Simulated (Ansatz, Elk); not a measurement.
## Bonding as seen by X-rays: CdH2S2

The structure of CdH2S2 used here is made up (a known structure type with other elements) and was relaxed beforehand with PBEsol. The aim is the Fourier transform of its all-electron density, F(hkl), set beside the sum over free spherical atoms that refinements use.

Calculated with Elk 11.2.3 (patched build); DFT, PBE, all-electron APW+lo, Dirac cores, scalar-relativistic bands, static density, no spin.

The structure was built from a prototype and need not be the compound's stable phase.

### 1. The structure

Symmetry: P-3m1, No. 164, trigonal system. The conventional cell has a = 4.124 Å, b = 4.124 Å, c = 5.657 Å, α = 90.00°, β = 90.00°, γ = 120.00°. Nearest to Cd lie 6 S at 2.69 Å. Nearest to S lie 1 H at 1.36 Å and 3 Cd at 2.69 Å. Nearest to H lie 1 S at 1.36 Å. Farther neighbours and most contacts between anions are not listed.

### 2. Ground state and structure factors

An all-electron density is needed, since X-rays see the cores too. Task 0 finds the density and task 195 Fourier-transforms it; tshift is off so that phases refer to the origin typed.

elk.in

```
tasks
  0
  195

xctype
  20

spinpol
  .false.

rgkmax
  7.0

gmaxvr
  14.0

lmaxo
  7

lmaxapw
  8

swidth
  0.002

tshift
  .false.

hmaxvr
  5.5

maxscl
  120

epspot
  1e-06

sppath
  './'

avec
  7.79377136714 -0.00000000000 0.00000000000
  -3.89688568357 6.74960399523 -0.00000000000
  0.00000000000 -0.00000000000 10.69044388001

atoms
  3
  'Cd.in'
  1
  -0.0000000000 0.0000000000 -0.0000000000   0.000000 0.000000 0.000000
  'S.in'
  2
  0.3333333333 0.6666666667 0.2205787046   0.000000 0.000000 0.000000
  0.6666666667 0.3333333333 0.7794212954   0.000000 0.000000 0.000000
  'H.in'
  2
  0.3333333333 0.6666666667 0.4615054005   0.000000 0.000000 0.000000
  0.6666666667 0.3333333333 0.5384945995   0.000000 0.000000 0.000000

ngridk
  6 6 4
```

Run with:

```sh
> OMP_NUM_THREADS=4 elk
```

Numbers of over 12 decimals in the logs are rounded to 6 here.

What it wrote:

```text
┌─────────────────────────┐
│ Elk code version 11.2.3 │
└─────────────────────────┘

All units are atomic (Hartree, Bohr, etc.)

┌─────────────────────────────────────────────────┐
│ Ground-state run starting from atomic densities │
└─────────────────────────────────────────────────┘

Lattice vectors :
   7.793771367      -0.000000000       0.000000000
  -3.896885684       6.749603995      -0.000000000
   0.000000000      -0.000000000       10.69044388

Reciprocal lattice vectors :
  0.8061803473      0.4654484405       0.000000000
   0.000000000      0.9308968810       0.000000000
   0.000000000       0.000000000      0.5877384866

Unit cell volume      :    562.3694144
Brillouin zone volume :   0.4410805551

Muffin-tin inner radius fraction :   0.1000000000E-01

Nuclei treated as point charges

Species : 1 (Cd)
 parameters loaded from : Cd.in
 name : cadmium
 nuclear charge    :   -48.00000000
 electronic charge :    48.00000000
 atomic mass :    204912.7176
 muffin-tin radius :    2.600000000
 number of radial points in muffin-tin :   1193
 inner part over the whole radius :   0.9972693929E-02
 number on inner part of muffin-tin    :    850
 approximate nuclear radius :   0.8708852602E-04
 number of mesh points to nuclear radius :    426
 atomic positions (lattice), magnetic fields (Cartesian) :
  1 :   0.00000000  0.00000000  0.00000000    0.00000000  0.00000000  0.00000000

Species : 2 (S)
 parameters loaded from : S.in
 name : sulphur
 nuclear charge    :   -16.00000000
 electronic charge :    16.00000000
 atomic mass :    58450.91931
 muffin-tin radius :    1.543430363
 number of radial points in muffin-tin :    793
 inner part over the whole radius :   0.9829026660E-02
 number on inner part of muffin-tin    :    548
 approximate nuclear radius :   0.6195814986E-04
 number of mesh points to nuclear radius :    256
 atomic positions (lattice), magnetic fields (Cartesian) :
  1 :   0.33333333 -0.33333333  0.22057870    0.00000000  0.00000000  0.00000000
  2 :  -0.33333333  0.33333333 -0.22057870    0.00000000  0.00000000  0.00000000

Species : 3 (H)
 parameters loaded from : H.in
 name : hydrogen
 nuclear charge    :   -1.000000000
 electronic charge :    1.000000000
 atomic mass :    1837.362221
 muffin-tin radius :   0.9821829584
 number of radial points in muffin-tin :    393
 inner part over the whole radius :   0.9919243310E-02
 number on inner part of muffin-tin    :    255
 approximate nuclear radius :   0.2766748019E-04
 number of mesh points to nuclear radius :     80
 atomic positions (lattice), magnetic fields (Cartesian) :
  1 :   0.33333333 -0.33333333  0.46150540    0.00000000  0.00000000  0.00000000
  2 :  -0.33333333  0.33333333 -0.46150540    0.00000000  0.00000000  0.00000000

Total number of atoms per unit cell :    5
Total muffin-tin volume :    112.3619542
 ratio of muffin-tin to unit cell volume :   0.1998009694

Spin treatment :
 spin-unpolarised

Number of Bravais lattice symmetries :   24
Number of crystal symmetries         :   12
Crystal has inversion symmetry
Real symmetric eigensolver will be used

k-point grid :      6     6     4
k-point offset :    0.000000000       0.000000000       0.000000000
k-point set is reduced with full crystal symmetry group
Total number of k-points :       24

Muffin-tin radius times maximum |G+k| :    7.000000000
 using average radius
Maximum |G+k| for APW functions       :    4.574429909
Maximum (1/2)|G+k|²                   :    10.46270450
Maximum |G| for potential and density :    14.00000000
Constant for pseudocharge density :    9
 order of it for each species :   16  16   9
 order of it for pair densities of each species (exact exchange by exxq0 0: 17) :   16  10   3
Radial integration step length :    1

G-vector grid sizes :     35    35    48
Number of G-vectors :    26081

Maximum angular momentum used for
 APW functions            :    8
 outer part of muffin-tin :    7
 inner part of muffin-tin :    2

Total nuclear charge    :   -82.00000000
[...]
interstitial                :    9.984910935
 muffin-tins (core leakage)
  species : 1 (Cd)
   atom 1                    :    46.33548035     (  0.2529066713E-03)
  species : 2 (S)
   atom 1                    :    12.37144346     (  0.5448756569E-02)
   atom 2                    :    12.37144346     (  0.5448756569E-02)
  species : 3 (H)
   atom 1                    :   0.4683609022     (   0.000000000    )
   atom 2                    :   0.4683609022     (   0.000000000    )
 total in muffin-tins        :    72.01508906
 total calculated charge     :    81.98924011
 total charge                :    82.00000000
 error                       :   0.1075989028E-01

RMS change in Kohn-Sham potential (target) :    68.45381959     (  0.1000000000E-05)
Absolute change in total energy (target)   :    1.695373639     (  0.1000000000E-03)

[... loops 3 to 18 left out ...]

┌──────────────────┐
│ Loop number : 19 │
└──────────────────┘

Energies :
 Fermi                       :     0.147467
 sum of occupied eigenvalues :     -3810.2007083834
 electron kinetic            :      6670.2429975538
 core electron kinetic       :      6456.7095670766
 Coulomb                     :     -12859.107178661
 Coulomb potential           :     -10211.305616074
 nuclear-nuclear             :     -566.14892310982
 electron-nuclear            :     -14383.172360434
 Hartree                     :      2090.2141048833
 Madelung                    :     -7753.4543706239
 xc potential                :     -269.13808986361
 exchange                    :     -202.87681067434
 correlation                 :     -3.889653
 electron entropic           :    -0.25883461410390E-10
 total energy                :     -6395.6306448936

Density of states at Fermi energy :   0.3229225945E-06
 (states/Hartree/unit cell)

Estimated indirect band gap :   0.7400867475E-01
 from k-point 4 to k-point 1
Estimated direct band gap   :   0.9542843767E-01
 at k-point 1

Charges :
 core                        :    50.00000000
 valence                     :    32.00000000
 interstitial                :    10.01924868
 muffin-tins (core leakage)
  species : 1 (Cd)
[...]
species : 2 (S)
[...]
species : 3 (H)
   atom 1                    :   0.4555371919     (   0.000000000    )
   atom 2                    :   0.4555371919     (   0.000000000    )
 total in muffin-tins        :    71.98075132
 total calculated charge     :    81.98931549
 total charge                :    82.00000000
 error                       :   0.1068451416E-01

RMS change in Kohn-Sham potential (target) :   0.5221967635E-06 (  0.1000000000E-05)
Absolute change in total energy (target)   :   0.1860780685E-06 (  0.1000000000E-03)

Convergence targets achieved

┌──────────────────┐
│ Loop number : 20 │
└──────────────────┘

Energies :
 Fermi                       :     0.147467
 sum of occupied eigenvalues :     -3810.2007083171
 electron kinetic            :      6670.2429975796
 core electron kinetic       :      6456.7095670800
 Coulomb                     :     -12859.107178647
 Coulomb potential           :     -10211.305616061
 nuclear-nuclear             :     -566.14892310982
 electron-nuclear            :     -14383.172360418
 Hartree                     :      2090.2141048808
 Madelung                    :     -7753.4543706166
 xc potential                :     -269.13808983614
 exchange                    :     -202.87681067413
 correlation                 :     -3.889653
 electron entropic           :    -0.25883462160449E-10
 total energy                :     -6395.6306448538

Density of states at Fermi energy :   0.3229226053E-06
 (states/Hartree/unit cell)

Estimated indirect band gap :   0.7400867459E-01
 from k-point 4 to k-point 1
Estimated direct band gap   :   0.9542843751E-01
 at k-point 1

Charges :
 core                        :    50.00000000
 valence                     :    32.00000000
 interstitial                :    10.01924868
 muffin-tins (core leakage)
  species : 1 (Cd)
   atom 1                    :    46.57378776     (  0.2436411544E-03)
  species : 2 (S)
   atom 1                    :    12.24794459     (  0.5416769609E-02)
   atom 2                    :    12.24794459     (  0.5416769609E-02)
  species : 3 (H)
   atom 1                    :   0.4555371919     (   0.000000000    )
   atom 2                    :   0.4555371919     (   0.000000000    )
 total in muffin-tins        :    71.98075132
 total calculated charge     :    81.98931549
 total charge                :    82.00000000
 error                       :   0.1068451415E-01

┌──────────────────────────────┐
│ Self-consistent loop stopped │
└──────────────────────────────┘

Warning : core states of species 1 leak from the muffin-tin :   0.2436411544E-03

Warning : core states of species 2 leak from the muffin-tin :   0.5416769609E-02

Wrote STATE.OUT
```

The job ended after 59 s (4 threads of Arm Neoverse V2, shared host; peak memory 0.27 GiB; 3.5 min of CPU time).

SFACRHO.OUT:

```text

h k l indices transformed by vhmat matrix:
   1.000000000       0.000000000       0.000000000    
   0.000000000       1.000000000       0.000000000    
   0.000000000       0.000000000       1.000000000    

      h      k      l  multipl.   |H|            Re(F)            Im(F)           |F|

      0      0      0      1   0.0000000       81.999999      0.32649363E-17   81.999999    
      0      0      1      2  0.58773849       49.142058      0.19720700E-14   49.142058    
     -1      0      0      6  0.93089688       28.712812     -0.10670137E-14   28.712812    
     -1      1     -1      6   1.1009112       60.400878     -0.10670137E-15   60.400878    
      1      0      1      6   1.1009112       18.075225     -0.76215268E-16   18.075225    
      0      0     -2      2   1.1754770       18.802225      0.49006417E-14   18.802225    
      0     -1     -2      6   1.4994383       53.036404     -0.19396786E-14   53.036404    
     -1      1      2      6   1.4994383       40.643608      0.20425692E-14   40.643608    
     -2      1      0      6   1.6123607       57.278865      0.42180797E-15   57.278865    
     -1      2      1     12   1.7161421       38.289188      0.12956595E-15   38.289188    
      0      0      3      2   1.7632155       24.156728     -0.58152249E-14   24.156728    
     -2      2      0      6   1.8617938       24.597705     -0.38107634E-16   24.597705    
     -2      2     -1      6   1.9523608       16.647815      0.15662237E-13   16.647815    
     -2      2      1      6   1.9523608       47.843283     -0.96793390E-15   47.843283    
      0      1      3      6   1.9938650       25.467919     -0.19568270E-14   25.467919    
      0      1     -3      6   1.9938650       51.069421     -0.15601265E-13   51.069421    
      1      1     -2     12   1.9953579       16.913875      0.10654894E-13   16.913875    
     -2      0      2      6   2.2018225       34.583143      0.10289061E-14   34.583143
```

Elk indexes on the primitive cell of elk.in and gives |H| = 4π sin θ/λ in inverse bohr. Below, one row stands for each form hkl of the conventional cell (m members, Friedel mates merged), F is for one primitive cell and the density is static (no thermal factor). Free-atom factors are Waasmaier and Kirfel's, and R is Σm||F|−|F'||/Σm|F|. Elk warned that it couldn't find a linearisation energy, which lowers the accuracy of some states in this run and its variants.

```tsv
hkl	m	sin θ/λ (Å⁻¹)	abs F, DFT	neutral atoms	diff.
001	2	0.088	49.142	49.100	+0.042
100	6	0.140	28.713	28.941	-0.228
011	6	0.166	60.401	60.184	+0.217
101	6	0.166	18.075	18.500	-0.425
002	2	0.177	18.802	19.364	-0.562
012	6	0.226	53.036	53.042	-0.006
102	6	0.226	40.644	40.599	+0.044
110	6	0.242	57.279	57.343	-0.064
111	12	0.258	38.289	38.492	-0.202
003	2	0.265	24.157	24.532	-0.375
200	6	0.280	24.598	24.677	-0.079
021	6	0.294	16.648	16.499	+0.149
201	6	0.294	47.843	47.833	+0.011
013	6	0.300	25.468	25.184	+0.284
```

### 3. What came out

```json
{
 "R against neutral atoms, sin θ/λ < 0.3 Å⁻¹": "0.45 %",
 "R against neutral atoms, 0.3 to 0.77 Å⁻¹": "0.23 %"
}
```

What this shows: Independent neutral atoms miss the calculated amplitudes by R = 0.45 % below 0.3 Å⁻¹ and 0.23 % from there to 0.77 Å⁻¹; by shells, 0.54 % below 0.15 Å⁻¹ (2 forms), 0.44 % 0.15 to 0.3 (13 forms), 0.46 % 0.3 to 0.45 (19 forms), 0.18 % above 0.45 (115 forms). Bonding, aspherical density and the tables' own atoms all enter these figures, and the runs don't part them. The largest change of an amplitude is -0.56 electrons, at 002. The basis has no finished test. The k-mesh has no finished test. Part of the difference isn't bonding: the tables are fits to free atoms and ions calculated by other methods than this functional. Thermal motion, anomalous dispersion and extinction are left out.

[Logs are printed without paths, hosts, clocks, repeated set-up lines and the standing remarks that a program may print on its own settings, such as how far it seeks lower states.]

[Hosts, paths, dates, database ids (printed as entryN), source tags and the programs' standing remarks are cut or masked in the printed files.]
